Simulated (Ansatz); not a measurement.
**LuTlTeSe (model structure): optical spectrum from first principles**

What colour and refractive index does LuTlTeSe (model structure) have at this level of theory? The structure is a model built here, which may or may not match a known phase. It was built so: 1 of the 2 Te atoms of the cell replaced by Se in the R-3m structure of LuTlTe2.

Main program and level: Ansatz 0.2.0; DFT, PBE, plane-wave PAW, default files, scalar-relativistic, independent-particle optical response without local fields.

Most raw output is cut from this account.

## Step 1: The starting structure

The structure is trigonal, space group R3m (No. 160). Conventional cell: a = 4.258 Å, b = 4.258 Å, c = 23.748 Å, α = 90.00°, β = 90.00°, γ = 120.00°. Nearest to Tl lie 3 Te at 3.37 Å and 3 Se at 3.37 Å. Nearest to Lu lie 3 Se at 2.96 Å and 3 Te at 2.96 Å. Nearest to Te lie 3 Lu at 2.96 Å and 3 Tl at 3.37 Å. Nearest to Se lie 3 Lu at 2.96 Å and 3 Tl at 3.37 Å. 1 of the 2 Te atoms of the cell replaced by Se in the R-3m structure of LuTlTe2. Farther neighbours and most contacts between anions are not listed.

## Step 2: Relaxation

The structure was built or cut out here, so it is relaxed before any spectrum is computed.

This step: DFT, PBE, plane-wave PAW, default files, scalar-relativistic, relaxation (Ansatz 0.2.0).

The input, input.yaml:

```yaml
crystal:
  lattice:
    - [2.12920797, 1.2292988, 7.91600688]
    - [-2.12920797, 1.2292988, 7.91600688]
    - [0.0, -2.45859759, 7.91600688]
  atoms:
    - { symbol: Tl, position: [0.0, 0.0, 0.0] }
    - { symbol: Lu, position: [0.5, 0.5, 0.5] }
    - { symbol: Te, position: [0.76399679, 0.76399679, 0.76399679] }
    - { symbol: Se, position: [0.23600321, 0.23600321, 0.23600321] }
kpoints:
  mp_grid: { grid: [6, 6, 6] }
scf:
  occupations: { method: fermi_dirac, width: 0.05 }
hamiltonian:
  xc: pbe
  pseudopotentials: { kind: paw }
output:
  forces: true
  stress: true
relax:
  f_tol: 0.02
  max_steps: 50
  cell: {}
```

Started as:

```
> ansatz run input.yaml --threads 4 --pin off --max-ram 8192MiB --backend cpu --events-out ev --progress --plain --runs-dir out
```

Elapsed: 43 s, on 4 threads of Arm Neoverse V1, shared host; peak memory 0.55 GiB; 2.7 min of CPU time.

Relaxation path:

```
step  energy less that of the first step (eV)  largest force component (eV/Å)  pressure (GPa)  volume (Å³)
   1                                   0.0000                          1.5060            0.42       124.32
   2                                  -0.1133                          0.6324           -0.16       125.17
   3                                  -0.1405                          0.0432           -0.01       125.16
   4                                  -0.1422                          0.0486            0.03       125.09
   5                                  -0.1426                          0.0284           -0.06       125.68
   6                                  -0.1428                          0.0188           -0.01       125.45
  7*                                  -0.1430                          0.0187           -0.01       125.45
```

Relaxation steps marked * repeat the geometry before them on a plane-wave basis chosen anew for their cell, so energy and pressure can jump there.

Forces are held to the 6 operations that the run works with; a distortion that breaks them can't arise in this run.

```
conventional cell, symmetrised  before   after  change
                         a (Å)   4.258   4.251  -0.2 %
                         b (Å)   4.258   4.251  -0.2 %
                         c (Å)  23.748  24.042  +1.2 %
              volume (Å³/atom)   31.08   31.36  +0.9 %
```

The atoms that moved most (Å, as changes of fractional coordinates times the final cell):

```
atom     dx     dy      dz  length
 Lu2  0.000  0.000   0.136   0.136
 Se4  0.000  0.000  -0.080   0.080
 Tl1  0.000  0.000  -0.049   0.049
 Te3  0.000  0.000  -0.007   0.007
```

The relaxation ends with a largest force component of 0.019 eV/Å and a pressure of -0.01 GPa.

## Step 3: Ground state and bands

The self-consistent density comes first; it also tells whether there is a gap, which decides the occupations and the need for a Drude term.

This step: DFT, PBE, plane-wave PAW, default files, scalar-relativistic, ground state (Ansatz 0.2.0).

The input, input.yaml:

```yaml
crystal:
  lattice:
    - [2.1257326152, 1.2272922993, 8.013997283]
    - [-2.1257326152, 1.2272922993, 8.013997283]
    - [0.0, -2.4545845936, 8.0139972838]
  atoms:
    - { symbol: Tl, position: [-0.0020573958, -0.0020573958, -0.0020573958] }
    - { symbol: Lu, position: [0.5056580835, 0.5056580835, 0.5056580835] }
    - { symbol: Te, position: [0.7637252062, 0.7637252062, 0.7637252062] }
    - { symbol: Se, position: [0.2326741061, 0.2326741061, 0.2326741061] }
kpoints:
  mp_grid: { grid: [6, 6, 6] }
  band_path:
    path:
      - [[0.0, 0.0, 0.0], [0.5, 0.0, 0.0], [0.5, 0.18230197, -0.18230197]]
      - [[0.81769803, 0.5, 0.18230197], [0.5, 0.5, 0.5], [0.0, 0.0, 0.0], [0.34115099, 0.0, -0.34115099]]
      - [[0.65884901, 0.34115099, 0.0], [0.5, 0.5, 0.0], [0.65884901, 0.65884901, 0.18230197], [0.5, 0.5, 0.5]]
      - [[0.5, 0.0, 0.0], [0.81769803, 0.34115099, 0.34115099]]
    npoints: 6
scf:
  occupations: { method: fermi_dirac, width: 0.05 }
  n_extra_bands: 8
hamiltonian:
  xc: pbe
  pseudopotentials: { kind: paw }
output:
  forces: true
  stress: true
  populations: true
  write_bands: true
  write_density: true
  write_potential: true
  elf: true
  volumetric_format: npy
```

The job ended after 15 s (4 threads; peak memory 0.62 GiB).

Numbers from this step:

| Property | Result |
| --- | --- |
| free energy | -38630.2112 eV |
| Fermi energy | 9.743 eV |
| gap by band count | 0.9313 eV |
| electrons | 70 |
| symmetry operations | 6 |
| pressure | -0.005233 GPa |
| volume | 125.4 Å³ |
| gap on the path | 0.9313 eV |
| least direct gap on the path | 1.684 eV |

There is a gap, 0.93 eV on the path, so no carriers' term is needed. The cell is left with a pressure of 0.0 GPa and forces up to 0.02 eV/Å after its relaxation.

The electronic bands at the labelled points (eV, zero at the Fermi level; v1 is the highest filled band, c1 the lowest empty one):

```
    point     v4     v3     v2     v1    c1    c2    c3    c4
        Γ  -2.96  -2.37  -1.06  -1.06  1.65  1.65  1.69  2.52
  halfway  -2.95  -2.16  -1.84  -1.67  1.09  1.74  2.29  2.44
        L  -3.51  -3.03  -1.98  -1.68  0.67  1.19  1.66  2.53
  halfway  -3.48  -3.15  -2.74  -2.05  1.05  1.42  2.26  2.38
       B1  -3.50  -3.02  -2.79  -2.46  0.89  1.31  2.19  2.37
jump to B  -3.50  -3.02  -2.79  -2.46  0.89  1.31  2.19  2.37
  halfway  -3.05  -2.79  -2.24  -1.57  1.49  1.91  2.04  2.50
        Z  -2.98  -1.00  -1.00  -0.42  1.27  1.62  1.62  2.12
  halfway  -2.97  -1.28  -1.03  -1.03  1.55  1.63  1.63  2.39
        Γ  -2.96  -2.37  -1.06  -1.06  1.65  1.65  1.69  2.52
  halfway  -3.11  -2.29  -1.96  -1.89  1.35  1.57  1.91  2.43
        X  -3.42  -3.16  -2.69  -2.50  0.93  1.35  2.16  2.33
jump to Q  -3.42  -3.16  -2.69  -2.50  0.93  1.35  2.16  2.33
  halfway  -3.35  -2.78  -2.65  -2.44  0.74  1.31  1.94  2.41
        F  -3.02  -2.96  -2.62  -2.10  0.52  0.75  2.61  2.92
  halfway  -2.99  -2.97  -2.62  -2.09  0.52  0.79  2.52  2.91
       P1  -2.99  -2.98  -2.54  -2.07  0.54  0.88  2.33  2.87
  halfway  -2.93  -2.79  -1.68  -1.57  1.07  2.10  2.28  2.37
        Z  -2.98  -1.00  -1.00  -0.42  1.27  1.62  1.62  2.12
jump to L  -3.51  -3.03  -1.98  -1.68  0.67  1.19  1.66  2.53
  halfway  -3.26  -3.01  -2.01  -1.97  0.63  1.09  1.87  2.63
        P  -2.99  -2.98  -2.54  -2.07  0.54  0.88  2.33  2.87
```

Electrostatic potential energy in the ac plane of the conventional cell at fractional y = 0.000, with atoms of Tl and Lu and Te and Se within 0.2 Å of it. With pseudopotentials it is smooth inside the atoms' cores, unlike the true potential.

Values in eV, 24 rows by 14 columns, each cell a mean:
```
-25 -22 -12   2   9  11  12  12  12  10   7  -4 -17 -24
 10  11  11  12  11  11  10  10  10  11  12  11  11  10
 13  13  13  12  11   9   7   7   8  10  11  12  13  13
 13  13  12  11   9   8   6   6   7   8  10  11  12  13
  0   1   5   9   9   7   6   5   6   8   9   7   3   1
  1  -3  -9   1   9  11  11  11  11  11   7  -6  -8   0
  1   2   6  10  12  12  12  12  12  12  11   8   4   1
 12  12  12  11  10   9   7   7   8   9  11  12  12  12
 13  12  12  12  11  10   9   8   9  10  11  12  12  13
 13  13  13  12  12  11  10   9  10  11  12  13  13  13
  8   9  10  10  10   9   8   7   8  10  10  10   9   8
-28 -26 -16  -1   7  10  11  11  11   9   4  -8 -22 -28
-31 -29 -20  -3   6  10  11  11  11   8   3 -10 -26 -31
  5   7   8  10  11  10  10  10  10  11  11   9   8   6
 12  12  12  12  12  12  11  11  11  12  12  12  12  12
 12  12  12  11  10   9   7   7   8   9  11  12  12  12
 11  11  11  11  11  10   9   8   9  10  11  11  11  11
  3   1  -2   4  10  12  12  12  12  11   8   1  -1   2
 11   8  -4  -3   8  11  12  12  11  10   3  -6   3  10
  3   4   7   9   9   8   6   6   7   8   9   8   5   3
 12  12  12  11   9   7   6   5   6   8  10  11  12  12
 13  13  13  12  11  10   9   9   9  11  12  12  13  13
  5   7   9  11  12  12  12  12  12  12  11  10   8   6
-32 -30 -21  -2   8  11  12  12  11  10   5 -11 -27 -31
```

Valence density in the ac plane of the conventional cell at fractional y = 0.000, with atoms of Tl and Lu and Te and Se within 0.2 Å of it. It is the smooth field of the valence electrons, not physical close to the nuclei.

Values in e/Å³, 24 rows by 14 columns, each cell a mean:
```
 3  2  1  0  0  0  0  0  0  0  0  1  2  3
 0  0  0  0  0  0  0  0  0  0  0  0  0  0
 0  0  0  0  0  0  0  0  0  0  0  0  0  0
 0  0  0  0  0  0  0  0  0  0  0  0  0  0
 1  1  0  0  0  0  0  0  0  0  0  0  1  1
23  9  2  1  0  0  0  0  0  0  0  1  4 16
 1  1  0  0  0  0  0  0  0  0  0  0  0  1
 0  0  0  0  0  0  0  0  0  0  0  0  0  0
 0  0  0  0  0  0  0  0  0  0  0  0  0  0
 0  0  0  0  0  0  0  0  0  0  0  0  0  0
 0  0  0  0  0  0  0  0  0  0  0  0  0  0
14  7  2  0  0  0  0  0  0  0  0  1  4 11
19  9  2  0  0  0  0  0  0  0  0  1  5 14
 0  0  0  0  0  0  0  0  0  0  0  0  0  0
 0  0  0  0  0  0  0  0  0  0  0  0  0  0
 0  0  0  0  0  0  0  0  0  0  0  0  0  0
 0  0  0  0  0  0  0  0  0  0  0  0  0  0
 4  2  1  0  0  0  0  0  0  0  0  0  1  3
11  6  2  1  0  0  0  0  0  0  0  1  4  9
 0  0  0  0  0  0  0  0  0  0  0  0  0  0
 0  0  0  0  0  0  0  0  0  0  0  0  0  0
 0  0  0  0  0  0  0  0  0  0  0  0  0  0
 0  0  0  0  0  0  0  0  0  0  0  0  0  0
 5  4  2  1  0  0  0  0  0  0  0  1  2  5
```

## Step 4: Spectrum

With the density converged, the vertical transitions are summed over the zone.

This step: DFT, PBE, plane-wave PAW, default files, scalar-relativistic, independent-particle optical response without local fields (Ansatz 0.2.0).

input.yaml, the sections that differ from step 3:

```yaml
kpoints:
  mp_grid: { grid: [6, 6, 6] }
scf:
  occupations: { method: fixed }
output:
  optics:
    e_range: [0, 22]
    de: 0.05
    sigma: 0.1
    nscf_kmesh: { grid: [10, 10, 10] }
    bands: { spectra_wanted_up_to: 22 }
# crystal, hamiltonian: as in step 3
```

Elapsed: 6.7 min, on 4 threads; peak memory 3.8 GiB; 26 min of CPU time.

Read-outs, printed or worked out from the files:

- electronic dielectric constant ε∞, mean over x, y and z (by symmetry where fewer were run): 9.946
- absorption onset, first axis (α over 10⁴ cm⁻¹, or the direct gap if that lies higher): 2.252 eV
- main peak of Im epsilon, first axis: 2.751 eV
- centre of weight of the strongest loss peak in the window: 16.03 eV
- photocurrent from vertical transitions in a film 500 nm thick on a perfect mirror (two passes), AM1.5G, no front reflection, all carriers collected: 10.81 mA/cm²
- least direct gap on the mesh: 1.684 eV
- bands summed: 106
- spectra valid up to: 32.23 eV
- program's estimate of the k-sum error in Im epsilon: 0.05 %
- electrons in the f-sum: 43.45

The Im ε has structure finer than the step of the table below, so its rows give means over 1 eV, whole bins alone (the curve runs from 0 to 22 eV). Peaks (eV: height): E ∥ x or y 2.8: 21.1, 3.9: 16.7, 7.5: 5.59; E ∥ z 3.6: 31.1.

The Im ε by photon energy; means over each step:

```
photon energy (eV)  E ∥ x or y  E ∥ z
                 1           0      0
                 2       0.526  0.494
                 3        13.6   14.6
                 4        15.7   21.4
                 5        9.42   9.84
                 6        3.81   3.17
                 7        4.36   1.76
                 8        3.52   1.95
                 9        2.57   2.34
                10        1.68   2.32
                11        1.32   1.42
                12       0.907  0.874
                13       0.939  0.827
                14       0.901   1.04
                15       0.691  0.771
                16       0.381  0.350
                17       0.364  0.327
                18       0.301  0.302
                19       0.241  0.244
                20       0.227  0.214
                21       0.210  0.197
```

Re ε against photon energy:

```
photon energy (eV)  E ∥ x or y   E ∥ z
                 0        9.73    10.4
                 1        10.4    11.1
                 2        14.1    14.4
                 3        7.29    23.2
                 4        3.38   -3.05
                 5       -3.75   -7.30
                 6       -1.83   -4.22
                 7       0.930   -1.59
                 8       -1.60  -0.237
                 9       -1.40  -0.255
                10       -1.04  -0.637
                11      -0.715  -0.964
                12      -0.340  -0.263
                13     -0.0788   0.138
                14      0.0404  0.0709
                15     -0.0402  -0.101
                16       0.196   0.102
                17       0.324   0.349
                18       0.364   0.387
                19       0.527   0.528
                20       0.637   0.614
                21       0.688   0.709
                22       0.775   0.794
```

The refractive index n and extinction k by photon energy:

```
photon energy (eV)  n, E ∥ x or y  k, E ∥ x or y  n, E ∥ z  k, E ∥ z
                 0           3.12              0      3.22         0
                 1           3.23              0      3.33         0
                 2           3.75        0.00385      3.79    0.0566
                 3           3.30           1.90      5.00      1.34
                 4           3.10           2.50      2.74      3.25
                 5           1.71           2.59      1.48      3.08
                 6           1.05           1.72     0.719      2.18
                 7           1.62           1.30     0.573      1.39
                 8           1.05           1.64     0.965      1.08
                 9          0.983           1.54      1.13      1.24
                10          0.702           1.24      1.03      1.30
                11          0.637           1.06     0.575      1.14
                12          0.551          0.802     0.567     0.764
                13          0.700          0.754     0.713     0.609
                14          0.710          0.681     0.767     0.719
                15          0.626          0.657     0.634     0.710
                16          0.551          0.329     0.470     0.345
                17          0.649          0.311     0.649     0.268
                18          0.650          0.242     0.663     0.229
                19          0.743          0.158     0.742     0.153
                20          0.810          0.139     0.793     0.124
                21          0.838          0.123     0.851     0.118
                22          0.887          0.108     0.899     0.116
```

Loss function −Im 1/ε at q → 0 against energy loss; read off at these points:

```
energy loss (eV)  E ∥ x or y    E ∥ z
            1.50           0   3.4e-6
            2.00      1.5e-4  0.00208
            2.50     0.00877  0.00482
            3.00      0.0595   0.0186
            3.50      0.0449   0.0286
            4.00      0.0616   0.0546
            4.50      0.0685   0.0603
            5.00      0.0956   0.0668
            5.50       0.114   0.0746
            6.00       0.220    0.113
            6.50       0.316    0.180
            7.00       0.227    0.314
            7.50       0.169    0.523
            8.00       0.238    0.474
            8.50       0.318    0.495
            9.00       0.272    0.353
            9.50       0.403    0.493
           10.00       0.424    0.353
           10.50       0.568    0.413
           11.00       0.579    0.496
           11.50       0.703    0.711
           12.00       0.986     1.06
           12.30        1.20     1.17
           12.50        1.11     1.16
           13.00       0.942     1.12
           13.50        1.38     1.23
           14.00        1.03    0.903
           14.50        1.22     1.11
           15.00        1.21     1.10
           15.50        2.34     1.98
           15.70        2.67     2.55
           15.90        2.40     2.91
           16.00        2.13     2.80
           16.50        1.91     2.00
           17.00        1.51     1.43
           17.50        1.28     1.21
           18.00        1.36     1.25
           18.50       0.926    0.875
           19.00       0.704    0.689
           19.50       0.573    0.564
           20.00       0.494    0.474
           20.50       0.434    0.373
           21.00       0.400    0.371
           21.50       0.325    0.313
           22.00       0.301    0.309
```

[end of part 1 of 2]

[Logs are printed without paths, hosts, clocks, repeated set-up lines and the standing remarks that a program may print on its own settings, such as how far it seeks lower states.]

[Hosts, paths, dates, database ids (printed as entryN), source tags and the programs' standing remarks are cut or masked in the printed files.]
